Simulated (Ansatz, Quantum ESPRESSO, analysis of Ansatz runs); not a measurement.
## Migration in Li2ZnCl4 (Fd-3m): V_Cl hop (3.6 Å), charge +1

Aim: the barrier of one jump in Li2ZnCl4 (Fd-3m) at charge +1: V_Cl hop (3.6 Å). The model is a cell of 56 host atoms with 1 Cl taken out; Cl is the atom that moves.

Main program and level: Ansatz 0.2.0; plane-wave PAW DFT, PBEsol; nudged elastic band between two relaxed defect structures at fixed charge in a uniform background.

## Step 1: Starting point

The cell holds 55 atoms: 16 Li, 8 Zn and 31 Cl. Its edges and angles: a = 10.231 Å, b = 10.231 Å, c = 10.231 Å, α = 90.0°, β = 90.0°, γ = 90.0°. It derives from Li2ZnCl4 (space group Fd-3m). Nearest the centre at fractional (0.253, 0.625, 0.497): Li6 at 1.76 Å, Cl45 at 1.81 Å, Zn22 at 2.89 Å, Zn18 at 2.89 Å, Cl29 at 3.08 Å, Cl32 at 3.08 Å, Li14 at 3.13 Å, Li1 at 3.13 Å. The cell carries charge +1.

The cell's shortest repeat is 10.2 Å.

## Step 2: Relaxation of the start point, charge +1

A barrier is counted from a minimum, so both ends are relaxed first. Small random displacements break the symmetry of the ideal sites, so that the defect can distort if it gains by it. The charge of +1 is set by the electron count, and a uniform background keeps the cell neutral.

qp1.start/input.yaml reads:

```yaml
crystal:
  lattice:
    - [10.2311792, 0.0, 0.0]
    - [0.0, 10.2311792, 0.0]
    - [0.0, 0.0, 10.2311792]
  atoms:
    - { symbol: Li, position: [0.375, 0.375, 0.625] }
    - { symbol: Li, position: [0.375, 0.875, 0.125] }
    - { symbol: Li, position: [0.875, 0.375, 0.125] }
    - { symbol: Li, position: [0.875, 0.875, 0.625] }
    - { symbol: Li, position: [0.375, 0.125, 0.875] }
    - { symbol: Li, position: [0.375, 0.625, 0.375] }
    - { symbol: Li, position: [0.875, 0.125, 0.375] }
    - { symbol: Li, position: [0.875, 0.625, 0.875] }
    - { symbol: Li, position: [0.125, 0.125, 0.625] }
    - { symbol: Li, position: [0.125, 0.625, 0.125] }
    - { symbol: Li, position: [0.625, 0.125, 0.125] }
    - { symbol: Li, position: [0.625, 0.625, 0.625] }
    - { symbol: Li, position: [0.125, 0.375, 0.875] }
    - { symbol: Li, position: [0.125, 0.875, 0.375] }
    - { symbol: Li, position: [0.625, 0.375, 0.375] }
    - { symbol: Li, position: [0.625, 0.875, 0.875] }
    - { symbol: Zn, position: [0.0, 0.0, 0.0] }
    - { symbol: Zn, position: [0.0, 0.5, 0.5] }
    - { symbol: Zn, position: [0.5, 0.0, 0.5] }
    - { symbol: Zn, position: [0.5, 0.5, 0.0] }
    - { symbol: Zn, position: [0.25, 0.25, 0.25] }
    - { symbol: Zn, position: [0.25, 0.75, 0.75] }
    - { symbol: Zn, position: [0.75, 0.25, 0.75] }
    - { symbol: Zn, position: [0.75, 0.75, 0.25] }
    - { symbol: Cl, position: [0.37836869, 0.12163131, 0.12163131] }
    - { symbol: Cl, position: [0.87836869, 0.12163131, 0.62163131] }
    - { symbol: Cl, position: [0.87836869, 0.62163131, 0.12163131] }
    - { symbol: Cl, position: [0.37163131, 0.37163131, 0.87163131] }
    - { symbol: Cl, position: [0.37163131, 0.87163131, 0.37163131] }
    - { symbol: Cl, position: [0.87163131, 0.37163131, 0.37163131] }
    - { symbol: Cl, position: [0.87163131, 0.87163131, 0.87163131] }
    - { symbol: Cl, position: [0.37836869, 0.37836869, 0.37836869] }
    - { symbol: Cl, position: [0.37836869, 0.87836869, 0.87836869] }
    - { symbol: Cl, position: [0.87836869, 0.37836869, 0.87836869] }
    - { symbol: Cl, position: [0.87836869, 0.87836869, 0.37836869] }
    - { symbol: Cl, position: [0.37163131, 0.12836869, 0.62836869] }
    - { symbol: Cl, position: [0.37163131, 0.62836869, 0.12836869] }
    - { symbol: Cl, position: [0.87163131, 0.12836869, 0.12836869] }
    - { symbol: Cl, position: [0.87163131, 0.62836869, 0.62836869] }
    - { symbol: Cl, position: [0.12836869, 0.37163131, 0.62836869] }
    - { symbol: Cl, position: [0.12836869, 0.87163131, 0.12836869] }
    - { symbol: Cl, position: [0.62836869, 0.37163131, 0.12836869] }
    - { symbol: Cl, position: [0.62836869, 0.87163131, 0.62836869] }
    - { symbol: Cl, position: [0.12836869, 0.12836869, 0.87163131] }
    - { symbol: Cl, position: [0.12836869, 0.62836869, 0.37163131] }
    - { symbol: Cl, position: [0.62836869, 0.12836869, 0.37163131] }
    - { symbol: Cl, position: [0.62836869, 0.62836869, 0.87163131] }
    - { symbol: Cl, position: [0.12163131, 0.37836869, 0.12163131] }
    - { symbol: Cl, position: [0.12163131, 0.87836869, 0.62163131] }
    - { symbol: Cl, position: [0.62163131, 0.37836869, 0.62163131] }
    - { symbol: Cl, position: [0.62163131, 0.87836869, 0.12163131] }
    - { symbol: Cl, position: [0.12163131, 0.12163131, 0.37836869] }
    - { symbol: Cl, position: [0.12163131, 0.62163131, 0.87836869] }
    - { symbol: Cl, position: [0.62163131, 0.12163131, 0.87836869] }
    - { symbol: Cl, position: [0.62163131, 0.62163131, 0.37836869] }
total_charge: 1
basis:
  ecutwfc: 420
  xc_grid: 2
hamiltonian:
  xc: pbesol
kpoints:
  mp_grid: { grid: [1, 1, 1], shift: [0.25, 0.25, 0.25] }
scf:
  occupations: { method: fixed }
  max_iter: 120
output:
  forces: true
relax:
  f_tol: 0.02
  max_steps: 70
  random_displacement: { amplitude: 0.03, seed: 1496 }
```

Launch:

```
$ ansatz run input.yaml --threads 8 --pin off --max-ram 15073MiB --backend cpu --events-out ev --progress --plain --runs-dir out
```

What it wrote:

```text
The last accepted step is kept in <dir> (removed where the run ends without a failure and the disk answers)
Engine: ansatz 0.2.0, aarch64-unknown-linux-gnu
Pseudopotentials: kind: paw
Pseudopotential: Li, paw, valence charge 3, recommended cutoff 420 eV (normal), Li.paw.azcp
Pseudopotential: Zn, paw, valence charge 12, recommended cutoff 420 eV (normal), Zn.paw.azcp
Pseudopotential: Cl, paw, valence charge 7, recommended cutoff 420 eV (normal), Cl.paw.azcp
Functional definition: PBEsol
  exchange = pbesol_x
  correlation = pbesol_c
Crystal: 55 atoms, lattice volume = 1070.969 Å³
Basis set: ecut = 420 eV, 20863 PW (Γ), exchange–correlation on 144×144×144 points (8 copies of the dense FFT grid, shifted against one another)
Bands: 235, of which v1, the nominal top of the filled ones, is band 180 counted from 1 (179 counted from 0)
Symmetry: 1 space group operations
k-points: 1
Non-local potential: Li, projectors of the file, l = 0: 3, l = 1: 2, l = 2: 1
Non-local potential: Zn, projectors of the file, l = 0: 2, l = 1: 2, l = 2: 3, l = 3: 1
Non-local potential: Cl, projectors of the file, l = 0: 2, l = 1: 2, l = 2: 2
PAW form: soft (Blöchl's): semilocal exchange-correlation on the pseudo side does not see the compensation charge
PAW frozen core: Zn, regenerated for the run's functional, and the local potential with it (the file was generated under x = pbe(κ = 0.804, μ = 0.219515), c = pbe(β = 0.066725))
PAW frozen core: Cl, regenerated for the run's functional, and the local potential with it (the file was generated under x = pbe(κ = 0.804, μ = 0.219515), c = pbe(β = 0.066725))
PAW one-centre angular grid: Li, 110 points (default); XC on 64 Gauss nodes
PAW one-centre angular grid: Zn, 590 points (default); XC on 64 Gauss nodes
PAW one-centre angular grid: Cl, 110 points (default); XC on 64 Gauss nodes
Initial density: superposition of atomic densities (neutral atoms scaled as one to the charged cell's electrons: chi_scale 0, normalization atom), corrected by the library's trained network
Initial wavefunctions: pseudopotential atomic-orbital guess
Functional: x = pbesol(κ = 0.804, μ = 0.123457), c = pbesol(β = 0.046)
SCF iter   1: F=—  HF=-62467.036201 eV  |F-HF|=—  |Δ(HF+E_count)|=         —  Δρ=5.97e-3  dr2=7.29e-1  ethr=1.77e-3  ⟨swp⟩=6.0  Hψ=757  notcnv=0  defer=53
preconditioner: auto → Resta (q_TF=auto, 2.275 Å⁻¹)  ε∞=3.6  [insulator: Δε(μ)=2.971 eV  Ē_g=12.794 eV  n_scr=202 (ndim 8)  ℏωp=20.5 eV  f_vac=0.024  ε∞_Penn≈3.6]
SCF iter   2: F=—  HF=-62466.846274 eV  |F-HF|=—  |Δ(HF+E_count)|=   1.90e-1  Δρ=2.03e-3  dr2=1.44e-1  ethr=2.03e-4  ⟨swp⟩=2.0  Hψ=378  notcnv=0  defer=53
SCF iter   3: F=—  HF=-62466.813427 eV  |F-HF|=—  |Δ(HF+E_count)|=   3.28e-2  Δρ=1.60e-3  dr2=5.25e-2  ethr=4.00e-5  ⟨swp⟩=3.0  Hψ=325  notcnv=0  defer=50
automatic band count: iteration 3 solves 232 bands in place of 235: the levels show a gap, and the empty bands left out lie too high to hold charge; the band table lists the bands solved (type scf.n_extra_bands for more)
SCF iter   4: F=—  HF=-62466.802960 eV  |F-HF|=—  |Δ(HF+E_count)|=   1.05e-2  Δρ=7.57e-4  dr2=1.08e-2  ethr=1.46e-5  ⟨swp⟩=3.0  Hψ=377  notcnv=0  defer=50
SCF iter   5: F=—  HF=-62466.805514 eV  |F-HF|=—  |Δ(HF+E_count)|=   2.55e-3  Δρ=1.55e-4  dr2=6.32e-4  ethr=2.99e-6  ⟨swp⟩=3.0  Hψ=325  notcnv=0  defer=50
SCF iter   6: F=—  HF=-62466.808266 eV  |F-HF|=—  |Δ(HF+E_count)|=   2.75e-3  Δρ=8.54e-5  dr2=1.07e-4  ethr=1.76e-7  ⟨swp⟩=2.0  Hψ=366  notcnv=0  defer=50
SCF iter   7: F=—  HF=-62466.808566 eV  |F-HF|=—  |Δ(HF+E_count)|=   3.00e-4  Δρ=9.84e-5  dr2=6.74e-5  ethr=2.98e-8  ⟨swp⟩=2.0  Hψ=323  notcnv=0  defer=50
SCF iter   8: F=-62466.808556 eV  HF=-62466.808547 eV  |F-HF|=8.62e-6  |Δ(HF+E_count)|=   1.84e-5  Δρ=1.70e-5  dr2=4.42e-6  ethr=2.78e-9  ⟨swp⟩=2.0  Hψ=738  notcnv=0
SCF 1 converged in 8 iterations: F = -62466.808556 eV  dr2 = 4.42e-6
  greatest PAW one-centre occupation: 0.999 electrons in one spin orbital (limit 2), on the Li atom at site 6 (counted from 0), in its partial waves of l = 0
relax step   1: F+E_penalty+E_count = -62466.80855574 eV  Δ(F+E_penalty+E_count) = +0.000e0 eV  max|allowed force component| = 1.303e0 eV/Å  Δτ_max = 0.0000 Å  (8 SCF iters, dr2 threshold 1.00e-5 eV, accepted)
[... the SCF cycles and remarks between the steps are left out from here to the last step ...]
relax step   2: F+E_penalty+E_count = -62467.49161004 eV  Δ(F+E_penalty+E_count) = -6.831e-1 eV  max|allowed force component| = 8.629e-1 eV/Å  Δτ_max = 0.1946 Å  (8 SCF iters, dr2 threshold 1.00e-4 eV, accepted)
relax step   3: F+E_penalty+E_count = -62467.79339017 eV  Δ(F+E_penalty+E_count) = -3.018e-1 eV  max|allowed force component| = 3.943e-1 eV/Å  Δτ_max = 0.1947 Å  (7 SCF iters, dr2 threshold 4.65e-5 eV, accepted)
relax step   4: F+E_penalty+E_count = -62467.93319489 eV  Δ(F+E_penalty+E_count) = -1.398e-1 eV  max|allowed force component| = 2.238e-1 eV/Å  Δτ_max = 0.1949 Å  (6 SCF iters, dr2 threshold 3.24e-5 eV, accepted)
relax step   5: F+E_penalty+E_count = -62468.00313033 eV  Δ(F+E_penalty+E_count) = -6.994e-2 eV  max|allowed force component| = 9.729e-2 eV/Å  Δτ_max = 0.1949 Å  (7 SCF iters, dr2 threshold 1.05e-5 eV, accepted)
relax step   6: F+E_penalty+E_count = -62468.02219392 eV  Δ(F+E_penalty+E_count) = -1.906e-2 eV  max|allowed force component| = 1.885e-2 eV/Å  Δτ_max = 0.1525 Å  (7 SCF iters, dr2 threshold 1.79e-6 eV, accepted)
relax step   7: F+E_penalty+E_count = -62468.02219465 eV  Δ(F+E_penalty+E_count) = -7.287e-7 eV  max|allowed force component| = 1.883e-2 eV/Å  Δτ_max = 0.0000 Å  (4 SCF iters, accepted)
SCF iter   1: F=—  HF=-62468.030929 eV  |F-HF|=—  |Δ(HF+E_count)|=         —  Δρ=1.84e-3  dr2=1.81e-2  ethr=5.81e-5  ⟨swp⟩=4.0  Hψ=441  notcnv=0  defer=48
automatic band count: iteration 1 solves 232 bands in place of 235: the levels show a gap, and the empty bands left out lie too high to hold charge; the band table lists the bands solved (type scf.n_extra_bands for more)
SCF iter   2: F=—  HF=-62468.023500 eV  |F-HF|=—  |Δ(HF+E_count)|=   7.43e-3  Δρ=7.97e-4  dr2=3.03e-3  ethr=5.02e-6  ⟨swp⟩=3.0  Hψ=376  notcnv=0  defer=48
SCF iter   3: F=—  HF=-62468.022300 eV  |F-HF|=—  |Δ(HF+E_count)|=   1.20e-3  Δρ=8.91e-5  dr2=6.70e-5  ethr=8.41e-7  ⟨swp⟩=2.0  Hψ=324  notcnv=0  defer=48
SCF iter   4: F=—  HF=-62468.023245 eV  |F-HF|=—  |Δ(HF+E_count)|=   9.44e-4  Δρ=8.47e-5  dr2=5.00e-5  ethr=1.86e-8  ⟨swp⟩=3.0  Hψ=374  notcnv=0  defer=43
SCF iter   5: F=—  HF=-62468.023224 eV  |F-HF|=—  |Δ(HF+E_count)|=   2.10e-5  Δρ=9.85e-6  dr2=2.61e-6  ethr=1.39e-8  ⟨swp⟩=2.0  Hψ=320  notcnv=0  defer=44
SCF iter   6: F=—  HF=-62468.023225 eV  |F-HF|=—  |Δ(HF+E_count)|=   1.00e-6  Δρ=3.41e-6  dr2=3.47e-7  ethr=7.26e-10  ⟨swp⟩=2.0  Hψ=316  notcnv=0  defer=44
SCF iter   7: F=-62468.023225 eV  HF=-62468.023225 eV  |F-HF|=2.34e-8  |Δ(HF+E_count)|=   3.45e-7  Δρ=1.22e-6  dr2=2.54e-8  ethr=2.78e-11  ⟨swp⟩=4.0  Hψ=725  notcnv=0
SCF 8 converged in 7 iterations: F = -62468.023225 eV  dr2 = 2.54e-8
relax step   8: F+E_penalty+E_count = -62468.02322511 eV  Δ(F+E_penalty+E_count) = -1.030e-3 eV  max|allowed force component| = 1.923e-2 eV/Å  Δτ_max = 0.0344 Å  (7 SCF iters, accepted)
SCF converged after 7 iterations
Free energy (F): -62468.023225 eV
Harris-Foulkes:  -62468.023225 eV  (|F-HF|=2.34e-8)
Internal energy: -62468.023225 eV  (E = F + TS)
E sigma→0 (E₀):  -62468.023225 eV
Fermi energy:    1.934850 eV
--- Per-component energies (eV) ---
  E_band       = -2154.697735
  E_kinetic    = 6382.920978
  E_local      = -27078.094578  (includes V_loc(G=0)·N_el)
  E_nonlocal   = 5316.943577
  E_hartree    = 10465.336748
  E_xc         = -4529.255182
  E_vxc        = -4389.399770  (∫ρ·V_xc dr)
  E_paw        = -34564.006756  (= ΣΔE_a)
  E_vpaw       = -3317.739590  (= ΣTr[D̂ρ^β])
  E_aug_tail   = 0.000099  (compensation charges beyond the density's cutoff)
  E_ewald      = -18470.678346
  E_core_change = 8.810235  (= ΣΔE_core)
  E_smearing   = -0.000000  (= −TS)
  E_closure    = -0.000000  (closes the sum)
  E_deformation_potential = 10.577321  (in the stress; not in F)
  Σ components = -62468.023225   (vs F -62468.023225, Δ=0.00e0)
--- Forces (eV/Å), atoms counted from 1 ---
  atom   1  Li    -0.00128068     0.00359201     0.00059456
  atom   2  Li     0.00271579     0.00023103    -0.00382017
  [... 3 atoms left out ...]
  atom   6  Li    -0.00244497     0.00011862     0.00368735
  [... 7 atoms left out ...]
  atom  14  Li     0.00348649    -0.00177681     0.00266619
  [... 3 atoms left out ...]
  atom  18  Zn     0.00000415     0.00636087     0.00433909
  [... 3 atoms left out ...]
  atom  22  Zn    -0.00008319     0.00506839     0.00615523
  [... 6 atoms left out ...]
  atom  29  Cl    -0.00621831     0.00624795     0.00419885
  [... 2 atoms left out ...]
  atom  32  Cl     0.00242131    -0.00437215    -0.00362712
  [... 7 atoms left out ...]
  atom  40  Cl    -0.00028901    -0.00160589     0.00834026
  [... 4 atoms left out ...]
  atom  45  Cl    -0.00456586     0.00598620     0.00214460
  [... 3 atoms left out ...]
  atom  49  Cl     0.00310778     0.00175804    -0.01711604
  [... 6 atoms left out ...]
  max |Σ_I F_I| component: 4.37e-6 eV/Å
--- Relaxed structure (8 steps of the walk, 8 accepted, 0 SCFs on fresh bases) ---
  F+E_penalty+E_count = -62468.02322511 eV   max|allowed force component| = 1.923e-2 eV/Å
  atoms:
    - { symbol: Li, position: [0.382026, 0.343576, 0.617732] }
    - { symbol: Li, position: [0.378327, 0.879492, 0.130470] }
    [... 3 atoms left out ...]
    - { symbol: Li, position: [0.382139, 0.618047, 0.343356] }
    [... 7 atoms left out ...]
    - { symbol: Li, position: [0.124755, 0.875259, 0.365722] }
    [... 3 atoms left out ...]
    - { symbol: Zn, position: [0.006006, 0.497550, 0.497287] }
    [... 3 atoms left out ...]
    - { symbol: Zn, position: [0.196322, 0.804597, 0.804291] }
    [... 6 atoms left out ...]
    - { symbol: Cl, position: [0.371482, 0.862596, 0.373371] }
    [... 2 atoms left out ...]
    - { symbol: Cl, position: [0.379453, 0.381022, 0.380746] }
    [... 7 atoms left out ...]
    - { symbol: Cl, position: [0.137286, 0.374203, 0.628108] }
    [... 4 atoms left out ...]
    - { symbol: Cl, position: [0.137354, 0.628349, 0.373881] }
    [... 3 atoms left out ...]
    - { symbol: Cl, position: [0.117063, 0.882572, 0.621138] }
    [... 6 atoms left out ...]
```

The job ended after 46 s (8 threads of Arm Neoverse V1, shared host; peak memory 1.5 GiB; 5.5 min of CPU time).

Reading the cycles: dr2 is the Hartree energy of the density residual (eV), the measure of convergence; HF is the Harris–Foulkes estimate of the energy, which meets the free energy F at convergence.

Relaxation path:

```csv
step,energy less that of the first step (eV),largest force component (eV/Å)
1,0.0000,1.3025
2,-0.6831,0.8629
3,-0.9848,0.3943
4,-1.1246,0.2238
5,-1.1946,0.0973
6,-1.2136,0.0188
7,-1.2136,0.0188
8,-1.2147,0.0192
```

The atoms that moved most (Å, from the sites as typed, ahead of the random displacement, the mean shift of all atoms taken out):

```csv
atom,dx,dy,dz,length
Zn22,-0.550,0.558,0.557,0.961
Li1,0.071,-0.322,-0.072,0.338
Li6,0.072,-0.072,-0.322,0.338
Li12,0.321,-0.071,-0.070,0.336
Cl39,0.131,0.012,0.013,0.132
Cl36,-0.011,-0.130,0.013,0.131
Cl37,-0.012,0.013,-0.130,0.131
Cl29,-0.002,-0.093,0.020,0.095
```

Neighbours of Cl45 at the end:

```csv
atom,distance (Å)
Zn18,2.278
Li10,2.498
Li6,2.526
Li14,2.531
Cl29,3.388
Cl32,3.542
Cl37,3.561
Cl41,3.576
Cl49,3.634
```

Read from the output:

| Property | Result |
| --- | --- |
| free energy | -62468.0232 eV |
| r.m.s. move of the farther half of the atoms | 0.05617 Å |
| largest move from the ideal geometry of this structure, a common shift of the far atoms taken out | 0.9734 Å |

The relaxation gained 1.215 eV and ended with a largest force component of 0.019 eV/Å.

## Step 3: Relaxation of the end point, charge +1

The end point is relaxed in the same cell and settings, so that the two energies compare. Atoms more than 3.2 Å from the middle of the hop start where the first relaxation left them, the nearer ones on or close to their ideal places, with small random displacements.

qp1.end/input.yaml reads:

```yaml
crystal:
  lattice:
    - [10.2311792, 0.0, 0.0]
    - [0.0, 10.2311792, 0.0]
    - [0.0, 0.0, 10.2311792]
  atoms:
    - { symbol: Li, position: [0.375, 0.375, 0.625] }
    - { symbol: Li, position: [0.37857194, 0.87916224, 0.13026734] }
[... 3 atom lines left out ...]
    - { symbol: Li, position: [0.375, 0.625, 0.375] }
[... 3 atom lines left out ...]
    - { symbol: Li, position: [0.12102965, 0.62151329, 0.13020008] }
[... 3 atom lines left out ...]
    - { symbol: Li, position: [0.125, 0.875, 0.375] }
[... 3 atom lines left out ...]
    - { symbol: Zn, position: [0.0, 0.5, 0.5] }
[... 3 atom lines left out ...]
    - { symbol: Zn, position: [0.25, 0.75, 0.75] }
[... 6 atom lines left out ...]
    - { symbol: Cl, position: [0.37163131, 0.87163131, 0.37163131] }
[... 2 atom lines left out ...]
    - { symbol: Cl, position: [0.37836869, 0.37836869, 0.37836869] }
[... 7 atom lines left out ...]
    - { symbol: Cl, position: [0.12836869, 0.37163131, 0.62836869] }
[... 4 atom lines left out ...]
    - { symbol: Cl, position: [0.378276, 0.621724, 0.621724] }
[... 3 atom lines left out ...]
    - { symbol: Cl, position: [0.12163131, 0.87836869, 0.62163131] }
[... 5 atom lines left out ...]
    - { symbol: Cl, position: [0.61957759, 0.62081769, 0.38028761] }
total_charge: 1
basis:
  ecutwfc: 420
  xc_grid: 2
hamiltonian:
  xc: pbesol
kpoints:
  mp_grid: { grid: [1, 1, 1], shift: [0.25, 0.25, 0.25] }
scf:
  occupations: { method: fixed }
  max_iter: 120
output:
  forces: true
relax:
  f_tol: 0.02
  max_steps: 70
  random_displacement: { amplitude: 0.01, seed: 1496 }
```

What it wrote:

```text
[...]
Crystal: 55 atoms, lattice volume = 1070.969 Å³
Basis set: ecut = 420 eV, 20863 PW (Γ), exchange–correlation on 144×144×144 points (8 copies of the dense FFT grid, shifted against one another)
Bands: 235, of which v1, the nominal top of the filled ones, is band 180 counted from 1 (179 counted from 0)
Symmetry: 1 space group operations
k-points: 1
[...]
SCF iter   1: F=—  HF=-62466.888318 eV  |F-HF|=—  |Δ(HF+E_count)|=         —  Δρ=5.87e-3  dr2=6.82e-1  ethr=1.77e-3  ⟨swp⟩=5.0  Hψ=759  notcnv=0  defer=52
[...]
SCF iter   8: F=-62466.674479 eV  HF=-62466.674470 eV  |F-HF|=8.97e-6  |Δ(HF+E_count)|=   2.85e-5  Δρ=1.48e-5  dr2=3.78e-6  ethr=2.78e-9  ⟨swp⟩=3.0  Hψ=760  notcnv=0
SCF 1 converged in 8 iterations: F = -62466.674479 eV  dr2 = 3.78e-6
[...]
max |Σ_I F_I| component: 2.80e-5 eV/Å
--- Relaxed structure (7 steps of the walk, 7 accepted, 0 SCFs on fresh bases) ---
  F+E_penalty+E_count = -62468.02334566 eV   max|allowed force component| = 1.253e-2 eV/Å
  atoms:
    - { symbol: Li, position: [0.384984, 0.374356, 0.624770] }
    - { symbol: Li, position: [0.377204, 0.876033, 0.123224] }
[...]
- { symbol: Li, position: [0.407013, 0.631692, 0.367619] }
[...]
- { symbol: Li, position: [0.132599, 0.905744, 0.367536] }
[...]
- { symbol: Zn, position: [-0.053766, 0.445693, 0.552779] }
[...]
- { symbol: Zn, position: [0.252954, 0.751837, 0.743597] }
[...]
- { symbol: Cl, position: [0.369854, 0.868742, 0.370206] }
[...]
- { symbol: Cl, position: [0.377150, 0.386750, 0.378168] }
    [... 7 atoms left out ...]
    - { symbol: Cl, position: [0.129426, 0.367257, 0.631970] }
    [... 4 atoms left out ...]
    - { symbol: Cl, position: [0.376576, 0.621170, 0.612313] }
    [... 3 atoms left out ...]
    - { symbol: Cl, position: [0.122408, 0.875498, 0.612386] }
    [... 6 atoms left out ...]
[key lines of the parts left out:]
SCF converged after 7 iterations
Free energy (F): -62468.023346 eV
Fermi energy:    1.936259 eV
```

Wall time 41 s (8 threads); peak memory 1.5 GiB.

Relaxation path:

```csv
step,energy less that of the first step (eV),largest force component (eV/Å)
1,0.0000,1.2259
2,-0.7852,0.8319
3,-1.0951,0.4222
4,-1.2521,0.2070
5,-1.3291,0.0901
6,-1.3476,0.0208
7,-1.3489,0.0125
```

The atoms that moved most (Å, from the sites as typed, ahead of the random displacement):

```csv
atom,dx,dy,dz,length
Zn18,-0.550,-0.556,0.541,0.951
Li10,0.118,0.101,-0.375,0.406
Li12,-0.373,0.103,0.108,0.402
Li6,0.327,0.068,-0.075,0.343
Li14,0.077,0.314,-0.076,0.332
Cl53,0.040,-0.012,-0.170,0.175
Cl39,-0.170,-0.005,0.030,0.172
Cl55,0.156,-0.009,-0.013,0.157
```

Neighbours of Cl45 at the end:

```csv
atom,distance (Å)
Zn22,2.278
Li12,2.499
Li6,2.525
Li1,2.530
Cl32,3.390
Cl29,3.543
Cl55,3.561
Cl50,3.576
Cl40,3.631
```

This step gave:

```
free energy                                                                                       : -62468.0233 eV
r.m.s. move of the farther half of the atoms                                                      : 0.05534 Å
largest move from the ideal geometry of this structure, a common shift of the far atoms taken out : 0.9689 Å
```

The relaxation gained 1.349 eV and ended with a largest force component of 0.013 eV/Å. The end lies within 1 meV of the start.

[end of part 1 of 4]

[Long decimals in the printed logs are rounded to 6 places.]

[Repeated set-up lines and some long k-point lines are left out of the logs, and relaxed atomic positions are cut to six decimals.]

[Logs are printed without paths, hosts, clocks, repeated set-up lines and the standing remarks that a program may print on its own settings, such as how far it seeks lower states.]

[Hosts, paths, dates, database ids (printed as entryN), source tags and the programs' standing remarks are cut or masked in the printed files.]
